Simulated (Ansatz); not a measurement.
# Moving the knobs of a GW run on P2Ir (P2_1/c)

A base run on P2Ir (P2_1/c), then changed inputs.

Program: Ansatz 0.2.0. Level of theory: G0W0 on LDA, plane waves, PAW. Results are calculated unless marked as measured.

## 1. The structure

The structure is monoclinic, space group P2_1/c (No. 14). The conventional cell has a = 5.772 Å, b = 5.807 Å, c = 5.872 Å, α = 90.00°, β = 111.25°, γ = 90.00°. P has 1 P at 2.22 Å and 3 Ir at 2.41 to 2.42 Å nearest. Nearest to P lie 1 P at 2.22 Å and 3 Ir at 2.33 to 2.35 Å. Ir has 6 P at 2.33 to 2.42 Å nearest. Farther neighbours are not listed.

The cell and positions are those that the Materials Project relaxed with its own functionals (PBE, PBE+U or r2SCAN), kept fixed. Spin-orbit coupling is left out unless a step names it. The default PAW set here is soft_2. Its files were made with PBE.

## 2. The base run: 2×2×2 mesh, 391 empty bands, screening to 96 eV

G0W0 replaces the xc potential by the self-energy, built once from these orbitals. Only a window of levels is corrected, while the sums run over the empty bands that the input names.

File input.yaml:

```yaml
crystal:
  lattice:
    - [5.7723350975, 0.0, 0.0]
    - [0.0, 5.80673151, 0.0]
    - [-2.1284997265, 0.0, 5.4731408836]
  atoms:
    - { symbol: P, position: [0.1580067, 0.88188186, 0.87028772] }
    - { symbol: P, position: [0.8419933, 0.38188186, 0.62971228] }
    - { symbol: P, position: [0.8419933, 0.11811814, 0.12971228] }
    - { symbol: P, position: [0.1580067, 0.61811814, 0.37028772] }
    - { symbol: P, position: [0.33432299, 0.37720527, 0.18854639] }
    - { symbol: P, position: [0.66567701, 0.87720527, 0.31145361] }
    - { symbol: P, position: [0.66567701, 0.62279473, 0.81145361] }
    - { symbol: P, position: [0.33432299, 0.12279473, 0.68854639] }
    - { symbol: Ir, position: [0.27186641, 0.49883041, 0.79157869] }
    - { symbol: Ir, position: [0.72813359, 0.99883041, 0.70842131] }
    - { symbol: Ir, position: [0.72813359, 0.50116959, 0.20842131] }
    - { symbol: Ir, position: [0.27186641, 0.00116959, 0.29157869] }
kpoints:
  mp_grid: { grid: [2, 2, 2] }
hamiltonian:
  xc: lda
scf:
  occupations: { method: fixed }
gw:
  n_empty_bands: 391
  ecut_chi: 96
  qp_bands: [v4, c4]
  qp_kpoints: band_edges
  screening: { model: contour_deformation }
```

Launch:

```
> ansatz run input.yaml --threads 24 --pin off --max-ram 82944MiB --backend cuda --events-out ev --progress --plain --runs-dir out --devices 1 --max-vram 78GiB
```

Numbers of over 12 decimals in the logs are rounded to 6 here.

The log of the run:

```text
GPUs: using 1 of 1 available (devices: 1).
Engine: ansatz 0.2.0, aarch64-unknown-linux-gnu
Pseudopotentials: kind: paw
Pseudopotential: P, paw, valence charge 5, recommended cutoff 420 eV (normal), P.paw.azcp
Pseudopotential: Ir, paw, valence charge 17, recommended cutoff 420 eV (normal), Ir.paw.azcp
Functional definition: SPW92
  exchange = slater_x
  correlation = pw_c
[...]
Crystal: 12 atoms, lattice volume = 183.451 Å³
Basis set: ecut = 420 eV, 3599 PW (Γ)
Bands: 66, of which v1, the nominal top of the filled ones, is band 54 counted from 1 (53 counted from 0)
Symmetry: 4 space group operations
Space group: P21/c (ITA 14), of the structure as read, at distance tolerance 5.7e-5 Å
k-points: 8
Non-local potential: P, projectors of the file, l = 0: 2, l = 1: 2, l = 2: 2
Non-local potential: Ir, projectors of the file, l = 0: 3, l = 1: 2, l = 2: 2, l = 3: 1
PAW form: soft (Blöchl's): semilocal exchange-correlation on the pseudo side does not see the compensation charge
PAW frozen core: P, regenerated for the run's functional, and the local potential with it (the file was generated under x = pbe(κ = 0.804, μ = 0.219515), c = pbe(β = 0.066725))
PAW frozen core: Ir, regenerated for the run's functional, and the local potential with it (the file was generated under x = pbe(κ = 0.804, μ = 0.219515), c = pbe(β = 0.066725))
PAW one-centre angular grid: P, 110 points (default); XC on 64 Gauss nodes
PAW one-centre angular grid: Ir, 590 points (default); XC on 64 Gauss nodes
Initial density: superposition of atomic densities (neutral atoms: chi_scale 0, normalization atom), corrected by the library's trained network
Initial wavefunctions: pseudopotential atomic-orbital guess
[...]
Functional: x = slater, c = lda
SCF iter   1: F=—  HF=-52470.750091 eV  |F-HF|=—  |Δ(HF+E_count)|=         —  Δρ=7.31e-3  dr2=7.45e-2  ethr=1.77e-3  ⟨swp⟩=5.0  Hψ=1850  notcnv=0  defer=76
preconditioner: auto → Resta (q_TF=auto, 2.498 Å⁻¹)  ε∞=9.2  [insulator: Δε(μ)=0.625 eV  Ē_g=8.331 eV  n_scr=52 (ndim 8)  ℏωp=23.9 eV  f_vac=0.000  ε∞_Penn≈9.2]
SCF iter   2: F=—  HF=-52470.731424 eV  |F-HF|=—  |Δ(HF+E_count)|=   1.87e-2  Δρ=4.03e-3  dr2=2.36e-2  ethr=6.89e-5  ⟨swp⟩=2.1  Hψ=723  notcnv=0  defer=80
SCF iter   3: F=—  HF=-52470.723986 eV  |F-HF|=—  |Δ(HF+E_count)|=   7.44e-3  Δρ=5.16e-4  dr2=4.76e-4  ethr=2.18e-5  ⟨swp⟩=2.5  Hψ=795  notcnv=0  defer=80
SCF iter   4: F=—  HF=-52470.723921 eV  |F-HF|=—  |Δ(HF+E_count)|=   6.47e-5  Δρ=2.37e-4  dr2=1.36e-4  ethr=4.40e-7  ⟨swp⟩=2.0  Hψ=733  notcnv=0  defer=80
SCF iter   5: F=—  HF=-52470.723900 eV  |F-HF|=—  |Δ(HF+E_count)|=   2.09e-5  Δρ=7.64e-5  dr2=1.15e-5  ethr=1.26e-7  ⟨swp⟩=2.0  Hψ=676  notcnv=0  defer=70
SCF iter   6: F=—  HF=-52470.723898 eV  |F-HF|=—  |Δ(HF+E_count)|=   2.33e-6  Δρ=2.59e-5  dr2=1.16e-6  ethr=1.06e-8  ⟨swp⟩=2.5  Hψ=735  notcnv=0  defer=62
SCF iter   7: F=-52470.723898 eV  HF=-52470.723898 eV  |F-HF|=2.45e-8  |Δ(HF+E_count)|=   2.11e-7  Δρ=5.56e-6  dr2=6.35e-8  ethr=9.26e-11  ⟨swp⟩=11.2  Hψ=2564  notcnv=0
SCF 1 converged in 7 iterations: F = -52470.723898 eV  dr2 = 6.35e-8
[...]
NSCF: frozen V_eff on 8 k-points
[...]
NSCF: frozen V_eff on 8 k-points
G₀W₀ screening: q 1/8
[... further progress lines ...]
[...]
NSCF: frozen V_eff on 1 k-points
[...]
NSCF: frozen V_eff on 1 k-points
SCF converged after 7 iterations
Free energy (F): -52470.723898 eV
Harris-Foulkes:  -52470.723898 eV  (|F-HF|=2.45e-8)
Internal energy: -52470.723898 eV  (E = F + TS)
E sigma→0 (E₀):  -52470.723898 eV
Fermi energy:    13.772923 eV
--- Per-component energies (eV) ---
  E_band       = -824.050427
  E_kinetic    = 3073.752096
  E_local      = -8176.935091  (includes V_loc(G=0)·N_el)
  E_nonlocal   = 591.243813
  E_hartree    = 3203.391971
[...]
0    58     16.4982   -17.0932    -3.8369   -21.5830  0.7617    17.1589    17.1511  root
     1    51     11.9232   -19.6714     2.3837   -17.3116  0.7595    11.9471    11.9471  root
     1    52     11.9232   -19.6714     2.3837   -17.3116  0.7595    11.9471    11.9471  root
     1    53     13.3010   -20.5348     2.0944   -18.5302  0.7691    13.3907    13.3909  root
     1    54     13.3010   -20.5348     2.0944   -18.5302  0.7691    13.3907    13.3909  root
     1    55     15.1123   -17.0306    -3.2336   -20.8326  0.7659    15.6851    15.6807  root
     1    56     15.1123   -17.0306    -3.2336   -20.8326  0.7659    15.6851    15.6807  root
     1    57     15.8214   -15.4764    -3.9020   -19.9888  0.7678    16.4374    16.4317  root
[...]
7    55     15.3657   -18.1329    -3.6610   -22.5176  0.7697    16.0969    16.0893  root
     7    56     15.3657   -18.1329    -3.6610   -22.5176  0.7697    16.0969    16.0893  root
     7    57     16.1458   -14.0198    -3.9392   -18.4635  0.7569    16.6547    16.6504  root
     7    58     16.1458   -14.0198    -3.9392   -18.4635  0.7569    16.6547    16.6504  root
```

Elapsed: 2.8 s, on 1 × NVIDIA GB200 (shared by 2 runs) with 24 threads of Arm Neoverse V2, shared host; peak memory 1.7 GiB; 10 s of CPU time.

The column dr2 measures how far the density is from self-consistency, as an energy; F and HF (Harris–Foulkes) agree once it is small.

Numbers from this step:

| Property | Result |
| --- | --- |
| bands summed | 445 |
| RPA ε∞ on this mesh (eigenvalues) | 17.62, 19.47, 21.59 |
| plane waves in the screening matrix | 399 |
| q-points in the mesh | 8 |
| G0W0 gap on the mesh | 1.130 eV |
| k of the valence top | -0.5, -0.5, -0.5 |
| k of the conduction bottom | 0, 0, 0 |
| starting gap on the mesh | 0.6036 eV |
| Z at the valence top | 0.7782 |
| Z at the conduction bottom | 0.7649 |
| least direct G0W0 gap on the computed points | 1.999 eV |

The gap on the mesh goes from 0.60 eV to 1.13 eV, a correction of +0.53 eV. Between the two edge states, bare exchange in place of the xc potential would open the gap by 4.86 eV, and correlation takes back 4.33 eV.

## 3. Variant: all filled levels at the zone centre

Changes to input.yaml since step 2:

```diff
@@ -25,6 +25,6 @@
 gw:
-  n_empty_bands: 391
-  ecut_chi: 96
-  qp_bands: [v4, c4]
-  qp_kpoints: band_edges
+  n_empty_bands: 416
+  ecut_chi: 100
+  qp_bands: [lowest, c2]
+  qp_kpoints: [[0, 0, 0]]
   screening: { model: contour_deformation }
```

The log of the run:

```text
GPUs: using 1 of 1 available (devices: 1).
[...]
Crystal: 12 atoms, lattice volume = 183.451 Å³
Basis set: ecut = 420 eV, 3599 PW (Γ)
Bands: 66, of which v1, the nominal top of the filled ones, is band 54 counted from 1 (53 counted from 0)
[... 1 set-up line as in the run before ...]
[...]
k-points: 8
[...]
SCF iter   1: F=—  HF=-52470.750091 eV  |F-HF|=—  |Δ(HF+E_count)|=         —  Δρ=7.31e-3  dr2=7.45e-2  ethr=1.77e-3  ⟨swp⟩=5.0  Hψ=1850  notcnv=0  defer=76
[...]
SCF iter   7: F=-52470.723898 eV  HF=-52470.723898 eV  |F-HF|=2.45e-8  |Δ(HF+E_count)|=   2.11e-7  Δρ=5.56e-6  dr2=6.35e-8  ethr=9.26e-11  ⟨swp⟩=11.2  Hψ=2564  notcnv=0
SCF 1 converged in 7 iterations: F = -52470.723898 eV  dr2 = 6.35e-8
[...]
NSCF: frozen V_eff on 8 k-points
[...]
G₀W₀ screening: q 1/8
[... further progress lines ...]
[...]
SCF converged after 7 iterations
Free energy (F): -52470.723898 eV
[...]
Internal energy: -52470.723898 eV  (E = F + TS)
E sigma→0 (E₀):  -52470.723898 eV
Fermi energy:    13.772923 eV
[...]
ik  band        ε_KS         Σx   Σc(E_QP)       V_xc       Z   E_QP_lin       E_QP  E_QP is
     0     1    -78.6383   -61.2079    16.9981   -42.7549  0.5923   -80.2223   -80.0933  root ?
     0     2    -78.6383   -61.2079    16.9981   -42.7549  0.5923   -80.2223   -80.0933  root ?
     0     3    -78.6333   -61.2114    16.9943   -42.7624  0.5921   -80.2168   -80.0879  root ?
     0     4    -78.6333   -61.2114    16.9943   -42.7624  0.5921   -80.2168   -80.0879  root ?
     0     5    -35.5962   -49.4728    12.2560   -36.4124  0.6129   -36.4326   -36.4006  root
     0     6    -35.5960   -49.4740    12.2575   -36.4128  0.6130   -36.4317   -36.3997  root
     0     7    -35.5223   -49.5213    12.1425   -36.4994  0.6233   -36.4368   -36.4018  root
     0     8    -35.5206   -49.5309    12.1499   -36.5039  0.6230   -36.4325   -36.3976  root
     0     9    -35.5068   -49.5466    12.1429   -36.5282  0.6230   -36.4165   -36.3823  root
     0    10    -35.5068   -49.5466    12.1429   -36.5282  0.6230   -36.4165   -36.3823  root
     0    11    -35.4694   -49.5696    12.1484   -36.6055  0.6171   -36.3163   -36.2852  root
     0    12    -35.4686   -49.5800    12.1598   -36.6078  0.6169   -36.3119   -36.2809  root
[...]
0    53     12.3058   -24.8748     2.7519   -22.3373  0.7548    12.5195    12.5202  root
     0    54     12.4710   -24.8376     2.7785   -22.2809  0.7481    12.6920    12.6928  root
     0    55     14.3765   -17.4289    -2.9659   -20.9423  0.7646    14.9270    14.9240  root
     0    56     15.1737   -12.6719    -3.7952   -16.8958  0.7654    15.6051    15.6024  root
```

Elapsed: 3.5 s, on 1 × NVIDIA GB200 (shared by 2 runs) with 24 threads; peak memory 1.7 GiB; 11 s of CPU time.

Absolute levels on the run's own zero. QP, by row, the first 40 of 56 rows:

| k index | band | KS (eV) | Sigma_x (eV) | Sigma_c (eV) | Vxc (eV) | Z | QP linearised (eV) | QP (eV) | source | doubts |
| --- | --- | --- | --- | --- | --- | --- | --- | --- | --- | --- |
| 0 | 1 | -78.64 | -61.21 | 17 | -42.75 | 0.5923 | -80.22 | -80.09 | root | z_under_floor,energies_apart |
| 0 | 2 | -78.64 | -61.21 | 17 | -42.75 | 0.5923 | -80.22 | -80.09 | root | z_under_floor,energies_apart |
| 0 | 3 | -78.63 | -61.21 | 16.99 | -42.76 | 0.5921 | -80.22 | -80.09 | root | z_under_floor,energies_apart |
| 0 | 4 | -78.63 | -61.21 | 16.99 | -42.76 | 0.5921 | -80.22 | -80.09 | root | z_under_floor,energies_apart |
| 0 | 5 | -35.6 | -49.47 | 12.26 | -36.41 | 0.6129 | -36.43 | -36.4 | root |  |
| 0 | 6 | -35.6 | -49.47 | 12.26 | -36.41 | 0.613 | -36.43 | -36.4 | root |  |
| 0 | 7 | -35.52 | -49.52 | 12.14 | -36.5 | 0.6233 | -36.44 | -36.4 | root |  |
| 0 | 8 | -35.52 | -49.53 | 12.15 | -36.5 | 0.623 | -36.43 | -36.4 | root |  |
| 0 | 9 | -35.51 | -49.55 | 12.14 | -36.53 | 0.623 | -36.42 | -36.38 | root |  |
| 0 | 10 | -35.51 | -49.55 | 12.14 | -36.53 | 0.623 | -36.42 | -36.38 | root |  |
| 0 | 11 | -35.47 | -49.57 | 12.15 | -36.61 | 0.6171 | -36.32 | -36.29 | root |  |
| 0 | 12 | -35.47 | -49.58 | 12.16 | -36.61 | 0.6169 | -36.31 | -36.28 | root |  |
| 0 | 13 | -35.37 | -49.65 | 12.22 | -36.54 | 0.6234 | -36.31 | -36.27 | root |  |
| 0 | 14 | -35.37 | -49.67 | 12.23 | -36.55 | 0.6231 | -36.3 | -36.26 | root |  |
| 0 | 15 | -35.36 | -49.68 | 12.22 | -36.56 | 0.6236 | -36.3 | -36.26 | root |  |
| 0 | 16 | -35.36 | -49.68 | 12.22 | -36.56 | 0.6236 | -36.3 | -36.26 | root |  |
| 0 | 17 | -0.5355 | -22 | 7.605 | -14.38 | 0.6828 | -0.5497 | -0.5497 | root |  |
| 0 | 18 | 1.635 | -22.36 | 6.714 | -15.58 | 0.7042 | 1.567 | 1.567 | root |  |
| 0 | 19 | 1.748 | -22.48 | 6.66 | -15.75 | 0.6952 | 1.679 | 1.679 | root |  |
| 0 | 20 | 1.79 | -22.49 | 6.648 | -15.77 | 0.6988 | 1.72 | 1.72 | root |  |
| 0 | 21 | 4.315 | -20.69 | 5.436 | -15.1 | 0.7135 | 4.167 | 4.167 | root |  |
| 0 | 22 | 4.81 | -20.86 | 5.147 | -15.58 | 0.7241 | 4.67 | 4.67 | root |  |
| 0 | 23 | 5.024 | -20.81 | 5.039 | -15.64 | 0.7247 | 4.885 | 4.885 | root |  |
| 0 | 24 | 5.09 | -20.94 | 5.072 | -15.72 | 0.7234 | 4.947 | 4.947 | root |  |
| 0 | 25 | 6.494 | -20.3 | 4.62 | -15.69 | 0.7429 | 6.499 | 6.499 | root |  |
| 0 | 26 | 7.457 | -21.27 | 4.565 | -16.75 | 0.7209 | 7.496 | 7.496 | root |  |
| 0 | 27 | 7.467 | -21.26 | 4.572 | -16.72 | 0.7246 | 7.499 | 7.499 | root |  |
| 0 | 28 | 7.483 | -21.1 | 4.533 | -16.58 | 0.7185 | 7.493 | 7.493 | root |  |
| 0 | 29 | 7.746 | -23.22 | 4.275 | -19.09 | 0.7091 | 7.899 | 7.899 | root |  |
| 0 | 30 | 8.504 | -23.58 | 4.016 | -19.69 | 0.7193 | 8.632 | 8.633 | root |  |
| 0 | 31 | 8.544 | -23.21 | 3.997 | -19.34 | 0.7197 | 8.665 | 8.666 | root |  |
| 0 | 32 | 8.848 | -18.28 | 3.196 | -14.98 | 0.7435 | 8.749 | 8.749 | root |  |
| 0 | 33 | 8.919 | -19.21 | 3.356 | -15.8 | 0.7384 | 8.862 | 8.862 | root |  |
| 0 | 34 | 9.076 | -20.32 | 3.548 | -16.78 | 0.725 | 9.077 | 9.077 | root |  |
| 0 | 35 | 9.199 | -21.58 | 3.611 | -17.99 | 0.7271 | 9.223 | 9.223 | root |  |
| 0 | 36 | 9.242 | -20.91 | 3.516 | -17.42 | 0.7281 | 9.268 | 9.268 | root |  |
| 0 | 37 | 9.737 | -23.31 | 3.279 | -20.18 | 0.7281 | 9.891 | 9.891 | root |  |
| 0 | 38 | 9.975 | -22.88 | 3.362 | -19.64 | 0.7316 | 10.09 | 10.09 | root |  |
| 0 | 39 | 10.06 | -21.32 | 3.112 | -18.29 | 0.7366 | 10.14 | 10.14 | root |  |
| 0 | 40 | 10.21 | -18.22 | 2.646 | -15.51 | 0.7437 | 10.15 | 10.15 | root |  |

Against the base:

| setting | base | variant |
| --- | --- | --- |
| empty bands | 391 | 416 |
| screening cutoff (eV) | 96 | 100 |
| levels asked | v4 to c4 | lowest to c2 |
| points asked | band edges | [[0, 0, 0]] |

## 4. Variant: larger pair-density box

Changes to input.yaml since step 3:

```diff
@@ -27,4 +27,5 @@
   ecut_chi: 100
-  qp_bands: [lowest, c2]
-  qp_kpoints: [[0, 0, 0]]
+  qp_bands: [v4, c4]
+  qp_kpoints: band_edges
   screening: { model: contour_deformation }
+  ecutfock_ratio: 2
```

The log of the run:

```text
GPUs: using 1 of 1 available (devices: 1).
[...]
Crystal: 12 atoms, lattice volume = 183.451 Å³
Basis set: ecut = 420 eV, 3599 PW (Γ)
Bands: 66, of which v1, the nominal top of the filled ones, is band 54 counted from 1 (53 counted from 0)
[... 1 set-up line as in the run before ...]
[...]
k-points: 8
[...]
SCF iter   1: F=—  HF=-52470.750091 eV  |F-HF|=—  |Δ(HF+E_count)|=         —  Δρ=7.31e-3  dr2=7.45e-2  ethr=1.77e-3  ⟨swp⟩=5.0  Hψ=1850  notcnv=0  defer=76
[...]
SCF iter   7: F=-52470.723898 eV  HF=-52470.723898 eV  |F-HF|=2.45e-8  |Δ(HF+E_count)|=   2.11e-7  Δρ=5.56e-6  dr2=6.35e-8  ethr=9.26e-11  ⟨swp⟩=11.2  Hψ=2564  notcnv=0
SCF 1 converged in 7 iterations: F = -52470.723898 eV  dr2 = 6.35e-8
[...]
G₀W₀ screening: q 1/8
[... further progress lines ...]
[...]
SCF converged after 7 iterations
Free energy (F): -52470.723898 eV
[...]
Internal energy: -52470.723898 eV  (E = F + TS)
E sigma→0 (E₀):  -52470.723898 eV
Fermi energy:    13.772923 eV
[...]
0    58     16.4982   -17.0932    -3.8611   -21.5830  0.7614    17.1341    17.1269  root
     1    51     11.9232   -19.6714     2.3622   -17.3116  0.7593    11.9256    11.9256  root
     1    52     11.9232   -19.6714     2.3622   -17.3116  0.7593    11.9256    11.9256  root
     1    53     13.3010   -20.5348     2.0701   -18.5302  0.7688    13.3664    13.3665  root
     1    54     13.3010   -20.5348     2.0701   -18.5302  0.7688    13.3664    13.3665  root
     1    55     15.1123   -17.0306    -3.2558   -20.8326  0.7655    15.6625    15.6585  root
     1    56     15.1123   -17.0306    -3.2558   -20.8326  0.7655    15.6625    15.6585  root
     1    57     15.8214   -15.4764    -3.9257   -19.9888  0.7674    16.4132    16.4081  root
[...]
7    55     15.3657   -18.1329    -3.6867   -22.5176  0.7693    16.0706    16.0636  root
     7    56     15.3657   -18.1329    -3.6867   -22.5176  0.7693    16.0706    16.0636  root
     7    57     16.1458   -14.0198    -3.9617   -18.4635  0.7565    16.6318    16.6278  root
     7    58     16.1458   -14.0198    -3.9617   -18.4635  0.7565    16.6318    16.6278  root
```

Wall time 3.5 s (1 × NVIDIA GB200 (shared by 2 runs) with 24 threads); peak memory 1.8 GiB; 11 s of CPU time.

The G0W0 gap on the mesh is 1.137 eV.

Against the base:

| setting | base | variant |
| --- | --- | --- |
| empty bands | 391 | 416 |
| screening cutoff (eV) | 96 | 100 |
| ecutfock ratio | - | 2 |

| quantity | variant | base |
| --- | --- | --- |
| starting gap on the mesh | 0.604 | 0.604 |
| G0W0 gap on the mesh | 1.137 | 1.130 |
| least direct G0W0 gap on the computed points | 2.003 | 1.999 |
| Z at the valence top | 0.778 | 0.778 |
| Z at the conduction bottom | 0.765 | 0.765 |

## 5. Results

| Item | Value |
| --- | --- |
| base | 1.13 eV, 2.8 s |
| all filled levels at the zone centre | direct gap at the listed points 2.23 eV, 3.5 s |
| larger pair-density box | 1.14 eV, 3.5 s |

What this shows: All filled levels at the zone centre: only the listed points were computed; the least direct gap there is 2.23 eV, with empty bands, screening cutoff, levels asked and points asked changed against the base. Larger pair-density box: the gap moves by +0.01 eV. The variant differs from the base in empty bands, screening cutoff and ecutfock ratio together, so the change can't be laid to one of them. All runs here use a coarse mesh and modest cutoffs; they test settings and are not final values. The 2×2×2 mesh is coarse for this cell (its supercell is 12 Å along the shortest edge). The RPA ε∞ on it, from the LDA start, is 17.62, 19.47 and 21.59; such meshes misread the long-range screening, most where the gap is narrow. The runs have no spin polarisation. For a closed low-spin shell that is the natural state; where a d or f shell is open it is a constraint, and the gap is then not the crystal's own. With d states at the gap, one-shot GW leans hard on its start. The many-body steps are scalar-relativistic: spin-orbit coupling is not in them.

[Paths, hosts, dates, memory and timing lines, banners, echoed tables and standing remarks are left out of the program output.]

[Logs are printed without paths, hosts, clocks, repeated set-up lines and the standing remarks that a program may print on its own settings, such as how far it seeks lower states.]

[Runs of the session that timed out or met a known fault of the program may be left out.]

[Cells called generated may have been cut or substituted from an entry of the Crystallography Open Database or the Materials Project.]

[Hosts, paths, dates, database ids (printed as entryN), source tags and the programs' standing remarks are cut or masked in the printed files.]
